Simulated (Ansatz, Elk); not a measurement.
# Bonding as seen by X-rays: LuAl2B2

Structure refinements treat a crystal as free atoms side by side. For a made-up structure of LuAl2B2 (cell and positions from a PBE relaxation) the runs below show what the calculated density changes in F(hkl).

Method: DFT, PBE, all-electron APW+lo, Dirac cores, scalar-relativistic bands, static density, no spin, in Elk 11.2.3 (patched build).

The structure was built from a prototype and need not be the compound's stable phase.

## 1. The starting structure

The structure is tetragonal, space group I4/mmm (No. 139). The conventional cell has a = 3.684 Å, b = 3.684 Å, c = 9.371 Å, α = 90.00°, β = 90.00°, γ = 90.00°. Nearest to Lu lie 8 B at 2.76 Å and 8 Al at 2.98 Å. Nearest to Al lie 4 B at 2.33 Å and 4 Al at 2.60 Å and 4 Lu at 2.98 Å. Nearest to B lie 1 B at 1.82 Å and 4 Al at 2.33 Å and 4 Lu at 2.76 Å. Farther neighbours are not listed.

## 2. Ground state and structure factors

An all-electron density is needed, since X-rays see the cores too. Task 0 finds the density and task 195 Fourier-transforms it; tshift is off so that phases refer to the origin typed.

elk.in reads:

```
tasks
  0
  195

xctype
  20

spinpol
  .false.

rgkmax
  7.0

gmaxvr
  14.0

lmaxo
  7

lmaxapw
  8

swidth
  0.002

tshift
  .false.

hmaxvr
  5.5

maxscl
  120

epspot
  1e-06

sppath
  './'

avec
  -3.48065646074 3.48065646074 8.85392261250
  3.48065646074 -3.48065646074 8.85392261250
  3.48065646074 3.48065646074 -8.85392261250

atoms
  3
  'Lu.in'
  1
  -0.0000000000 -0.0000000000 -0.0000000000   0.000000 0.000000 0.000000
  'Al.in'
  2
  0.2500000000 0.7500000000 0.5000000000   0.000000 0.000000 0.000000
  0.7500000000 0.2500000000 0.5000000000   0.000000 0.000000 0.000000
  'B.in'
  2
  0.5971318505 0.5971318505 -0.0000000000   0.000000 0.000000 0.000000
  0.4028681495 0.4028681495 -0.0000000000   0.000000 0.000000 0.000000

ngridk
  9 9 9
```

Launch:

```sh
> OMP_NUM_THREADS=4 elk
```

Numbers of over 12 decimals in the logs are rounded to 6 here.

What it wrote:

```text
┌─────────────────────────┐
│ Elk code version 11.2.3 │
└─────────────────────────┘

All units are atomic (Hartree, Bohr, etc.)

┌─────────────────────────────────────────────────┐
│ Ground-state run starting from atomic densities │
└─────────────────────────────────────────────────┘

Lattice vectors :
  -3.480656461       3.480656461       8.853922612
   3.480656461      -3.480656461       8.853922612
   3.480656461       3.480656461      -8.853922612

Reciprocal lattice vectors :
 -0.1772670127E-16  0.9025862475      0.3548249506
  0.9025862475     -0.1772670127E-16  0.3548249506
  0.9025862475      0.9025862475      0.7994343861E-17

Unit cell volume      :    429.0600060
Brillouin zone volume :   0.5781247610

Muffin-tin inner radius fraction :   0.1000000000E-01

Nuclei treated as point charges

Species : 1 (Lu)
 parameters loaded from : Lu.in
 name : lutetium
 nuclear charge    :   -71.00000000
 electronic charge :    71.00000000
 atomic mass :    318945.3298
 muffin-tin radius :    2.800000000
 number of radial points in muffin-tin :   1393
 inner part over the whole radius :   0.9962478555E-02
 number on inner part of muffin-tin    :    999
 approximate nuclear radius :   0.9954169502E-04
 number of mesh points to nuclear radius :    517
 atomic positions (lattice), magnetic fields (Cartesian) :
  1 :   0.00000000  0.00000000  0.00000000    0.00000000  0.00000000  0.00000000

Species : 2 (Al)
 parameters loaded from : Al.in
 name : aluminium
 nuclear charge    :   -13.00000000
 electronic charge :    13.00000000
 atomic mass :    49184.33496
 muffin-tin radius :    2.200000000
 number of radial points in muffin-tin :    793
 inner part over the whole radius :   0.9821194981E-02
 number on inner part of muffin-tin    :    552
 approximate nuclear radius :   0.5839653600E-04
 number of mesh points to nuclear radius :    244
 atomic positions (lattice), magnetic fields (Cartesian) :
  1 :   0.25000000 -0.25000000  0.50000000    0.00000000  0.00000000  0.00000000
  2 :  -0.25000000  0.25000000  0.50000000    0.00000000  0.00000000  0.00000000

Species : 3 (B)
 parameters loaded from : B.in
 name : boron
 nuclear charge    :   -5.000000000
 electronic charge :    5.000000000
 atomic mass :    19707.24742
 muffin-tin radius :    1.694995775
 number of radial points in muffin-tin :    593
 inner part over the whole radius :   0.9904355295E-02
 number on inner part of muffin-tin    :    404
 approximate nuclear radius :   0.4534157419E-04
 number of mesh points to nuclear radius :    162
 atomic positions (lattice), magnetic fields (Cartesian) :
  1 :  -0.40286815 -0.40286815  0.00000000    0.00000000  0.00000000  0.00000000
  2 :   0.40286815  0.40286815  0.00000000    0.00000000  0.00000000  0.00000000

Total number of atoms per unit cell :    5
Total muffin-tin volume :    221.9534452
 ratio of muffin-tin to unit cell volume :   0.5173016411

Spin treatment :
 spin-unpolarised

Number of Bravais lattice symmetries :   16
Number of crystal symmetries         :   16
Crystal has inversion symmetry
Real symmetric eigensolver will be used

k-point grid :      9     9     9
k-point offset :    0.000000000       0.000000000       0.000000000
k-point set is reduced with full crystal symmetry group
Total number of k-points :       75

Muffin-tin radius times maximum |G+k| :    7.000000000
 using average radius
Maximum |G+k| for APW functions       :    3.305007359
Maximum (1/2)|G+k|²                   :    5.461536820
Maximum |G| for potential and density :    14.00000000
Constant for pseudocharge density :   10
 order of it for each species :   17  17  17
 order of it for pair densities of each species (exact exchange by exxq0 0: 18) :   17  10   5
Radial integration step length :    1

G-vector grid sizes :     48    48    48
Number of G-vectors :    19955

Maximum angular momentum used for
 APW functions            :    8
 outer part of muffin-tin :    7
 inner part of muffin-tin :    2

Total nuclear charge    :   -107.0000000
[...]
electron entropic           :    -0.61587022271099E-03
 total energy                :     -15119.644026611

Density of states at Fermi energy :    44.69798219
 (states/Hartree/unit cell)

Estimated indirect band gap :   0.2079346866E-02
 from k-point 25 to k-point 74
Estimated direct band gap   :   0.1005992128E-01
 at k-point 74

Charges :
 core                        :    58.00000000
 valence                     :    49.00000000
 interstitial                :    7.392472557
 muffin-tins (core leakage)
  species : 1 (Lu)
   atom 1                    :    69.08381761     (  0.3714213292E-06)
  species : 2 (Al)
[...]
species : 3 (B)
[...]
total in muffin-tins        :    99.60752744
 total calculated charge     :    106.9986113
 total charge                :    107.0000000
 error                       :   0.1388738343E-02

RMS change in Kohn-Sham potential (target) :    2.729767438     (  0.1000000000E-05)
Absolute change in total energy (target)   :    2.407051987     (  0.1000000000E-03)

[... loops 3 to 15 left out ...]

┌──────────────────┐
│ Loop number : 16 │
└──────────────────┘

Energies :
 Fermi                       :     0.341903
 sum of occupied eigenvalues :     -9189.9882589972
 electron kinetic            :      16790.776102732
 core electron kinetic       :      16168.617388041
 Coulomb                     :     -31559.482225603
 Coulomb potential           :     -25526.623170881
 nuclear-nuclear             :     -1254.4012728315
 electron-nuclear            :     -35104.720743878
 Hartree                     :      4799.6397911056
 Madelung                    :     -18796.170640163
 xc potential                :     -454.14119084815
 exchange                    :     -342.17795078192
 correlation                 :     -5.650884
 electron entropic           :    -0.71659462499510E-03
 total energy                :     -15116.535673868

Density of states at Fermi energy :    54.36013553
 (states/Hartree/unit cell)

Estimated indirect band gap :   0.3909742461E-03
 from k-point 15 to k-point 43
Estimated direct band gap   :   0.8659469673E-02
 at k-point 58

Charges :
 core                        :    58.00000000
 valence                     :    49.00000000
 interstitial                :    7.370363837
 muffin-tins (core leakage)
  species : 1 (Lu)
[...]
species : 2 (Al)
[...]
species : 3 (B)
[...]
total in muffin-tins        :    99.62963616
 total calculated charge     :    106.9986456
 total charge                :    107.0000000
 error                       :   0.1354365469E-02

RMS change in Kohn-Sham potential (target) :   0.4893213935E-06 (  0.1000000000E-05)
Absolute change in total energy (target)   :   0.3418027518E-04 (  0.1000000000E-03)

Convergence targets achieved

┌──────────────────┐
│ Loop number : 17 │
└──────────────────┘

Energies :
 Fermi                       :     0.341903
 sum of occupied eigenvalues :     -9189.9882626711
 electron kinetic            :      16790.776103020
 core electron kinetic       :      16168.617386621
 Coulomb                     :     -31559.482229117
 Coulomb potential           :     -25526.623168494
 nuclear-nuclear             :     -1254.4012728315
 electron-nuclear            :     -35104.720753307
 Hartree                     :      4799.6397970216
 Madelung                    :     -18796.170644870
 xc potential                :     -454.14119719799
 exchange                    :     -342.17795097146
 correlation                 :     -5.650884
 electron entropic           :    -0.71659464548320E-03
 total energy                :     -15116.535677284

Density of states at Fermi energy :    54.36013735
 (states/Hartree/unit cell)

Estimated indirect band gap :   0.3909752258E-03
 from k-point 15 to k-point 43
Estimated direct band gap   :   0.8659468154E-02
 at k-point 58

Charges :
 core                        :    58.00000000
 valence                     :    49.00000000
 interstitial                :    7.370363798
 muffin-tins (core leakage)
  species : 1 (Lu)
[...]
species : 2 (Al)
[...]
atom 2                    :    11.39127748     (  0.4835727262E-03)
  species : 3 (B)
   atom 1                    :    3.645333241     (  0.1396851062E-03)
   atom 2                    :    3.645333241     (  0.1396851062E-03)
 total in muffin-tins        :    99.62963620
 total calculated charge     :    106.9986456
 total charge                :    107.0000000
 error                       :   0.1354365422E-02

┌──────────────────────────────┐
│ Self-consistent loop stopped │
└──────────────────────────────┘

Warning : core states of species 2 leak from the muffin-tin :   0.4835727262E-03

Warning : core states of species 3 leak from the muffin-tin :   0.1396851062E-03

Wrote STATE.OUT
```

It took 43 s on 4 threads of Arm Neoverse V2, shared host; peak memory 0.22 GiB; 2.3 min of CPU time.

SFACRHO.OUT:

```text

h k l indices transformed by vhmat matrix:
   1.000000000       0.000000000       0.000000000    
   0.000000000       1.000000000       0.000000000    
   0.000000000       0.000000000       1.000000000    

      h      k      l  multipl.   |H|            Re(F)            Im(F)           |F|

      0      0      0      1   0.0000000       107.00000      0.54243415E-18   107.00000    
      1      1     -1      2  0.70964990       46.937600     -0.10420207E-13   46.937600    
      1      0     -1      8  0.96982611       57.824608      0.11164507E-14   57.824608    
      0      0      1      4   1.2764497       47.908213      0.19449446E-14   47.908213    
      2      1     -2      8   1.3956248       60.709375     -0.37215023E-15   60.709375    
      2      2     -2      2   1.4192998       72.479938      0.19723962E-13   72.479938    
      2      0     -1      8   1.4604543       78.035576      0.33493521E-14   78.035576    
      1     -1     -1      4   1.8051725       75.555608      0.23725476E-14   75.555608    
      3      1     -2      8   1.9088572       35.008194     -0.39075774E-14   35.008194    
      2      0      0      8   1.9396522       39.314154     -0.40936526E-14   39.314154    
     -2     -3      3      8   1.9905227       57.057336      0.33726115E-14   57.057336    
      0     -1     -1     16   2.0491975       49.497142     -0.55822535E-15   49.497142    
     -3     -3      3      2   2.1289497       33.480242      0.26050516E-14   33.480242    
     -2     -1      0     16   2.2817573       51.140064      0.37215023E-15   51.140064    
      1      3     -1      8   2.2963144       62.192264      0.57683286E-14   62.192264    
     -3     -3      2      8   2.4822874       59.537811     -0.65126291E-14   59.537811    
      0      0      2      4   2.5528994       65.071879     -0.32705253E-14   65.071879    
      4      3     -3      8   2.6426877       48.333229      -0.0000000       48.333229
```

Elk indexes on the primitive cell of elk.in and gives |H| = 4π sin θ/λ in inverse bohr. Below, one row stands for each form hkl of the conventional cell (m members, Friedel mates merged), F is for one primitive cell and the density is static (no thermal factor). Free-atom factors are Waasmaier and Kirfel's, and R is Σm||F|−|F'||/Σm|F|.

```
hkl   m  sin θ/λ (Å⁻¹)  abs F, DFT  neutral atoms   diff.
002   2          0.107      46.938         46.954  -0.017
101   8          0.146      57.825         58.198  -0.373
110   4          0.192      47.908         47.639  +0.270
103   8          0.210      60.709         60.776  -0.066
004   2          0.213      72.480         73.190  -0.710
112   8          0.220      78.036         78.237  -0.202
200   4          0.272      75.556         75.904  -0.349
114   8          0.287      35.008         35.026  -0.018
202   8          0.292      39.314         39.323  -0.009
105   8          0.299      57.057         57.300  -0.243
211  16          0.308      49.497         49.572  -0.075
006   2          0.320      33.480         33.374  +0.106
213  16          0.343      51.140         51.377  -0.237
204   8          0.345      62.192         62.264  -0.072
116   8          0.373      59.538         59.624  -0.086
220   4          0.384      65.072         65.173  -0.101
107   8          0.397      48.333         48.476  -0.142
222   8          0.399      34.482         34.563  -0.081
215  16          0.404      49.863         49.970  -0.107
301   8          0.411      43.389         43.529  -0.140
206   8          0.420      29.644         29.764  -0.120
008   2          0.427      58.758         58.810  -0.052
```

## 3. What came out

```
R against neutral atoms, sin θ/λ < 0.3 Å⁻¹ : 0.33 %
R against neutral atoms, 0.3 to 0.82 Å⁻¹   : 0.20 %
```

In words: Independent neutral atoms miss the calculated amplitudes by R = 0.33 % below 0.3 Å⁻¹ and 0.20 % from there to 0.82 Å⁻¹; by shells, 0.54 % below 0.15 Å⁻¹ (2 forms), 0.29 % 0.15 to 0.3 (8 forms), 0.23 % 0.3 to 0.45 (16 forms), 0.20 % above 0.45 (88 forms). Bonding, aspherical density and the tables' own atoms all enter these figures, and the runs don't part them. The largest change of an amplitude is -0.71 electrons, at 004. The basis has no finished test. The k-mesh has no finished test. Spin-orbit coupling is left out, which can matter for elements this heavy. Part of the difference isn't bonding: the tables are fits to free atoms and ions calculated by other methods than this functional. Thermal motion, anomalous dispersion and extinction are left out.

[Logs are printed without paths, hosts, clocks, repeated set-up lines and the standing remarks that a program may print on its own settings, such as how far it seeks lower states.]

[Hosts, paths, dates, database ids (printed as entryN), source tags and the programs' standing remarks are cut or masked in the printed files.]
